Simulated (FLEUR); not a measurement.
# Calculated records

```
Collinear magnetic orders of Nickel with FLEUR
1.0
     0.00000    1.76194    1.76194
     1.76194    0.00000    1.76194
     1.76194    1.76194    0.00000
Ni
1
Direct
  0.00000 0.00000 0.00000
# method: PBEsol; all-electron FLAPW, Dirac cores, scalar-relativistic bands (and 1 further level or step)
# program: FLEUR MaX-R8.1
# settings of one run: kmax 3.6 1/bohr, gmax 10.8 1/bohr, muffin tin radii Ni: 2.3 bohr, lmax Ni: [8, 6], hist occupations, smearing width 0.05 eV, mixer Anderson, mixing 0.05, max iterations 90, stop 2.00e-5 me/bohr³, collinear spin, 18×18×18 k-mesh, mesh matched on, starting moments 1 μB
# cost: 4 runs, 11 min in all on 4 MPI ranks of Arm Neoverse N1, shared host (the runs of this entry)
# notes: The run is spin-polarised, with a total moment of 0.62 μB a cell. This is the lowest of 3 finished starts, no proof of the ground state.
# lowest state found: ferromagnetic (initial ferro +)
# largest site spin moment: 0.646 μB
# next finished state: non-magnetic, 51.3 meV a seeded atom higher
# energy gained by spin polarisation: 51.3 meV a seeded atom
# hyperfine field at Ni1, along its moment: -6.68 T
# orbital moment on the atom of largest spin, along its spin (spin–orbit run): 0.0476 μB
```

[Logs and program files are shortened in this print: banners, set-up blocks, solver, clock and traceback lines can be left out without a mark of their own.]

[Logs are printed without paths, hosts, clocks, repeated set-up lines and the standing remarks that a program may print on its own settings, such as how far it seeks lower states.]

[Hosts, paths, dates, database ids (printed as entryN), source tags and the programs' standing remarks are cut or masked in the printed files.]

[Where a cell is said to come from a database of computed structures, the database is the Materials Project.]
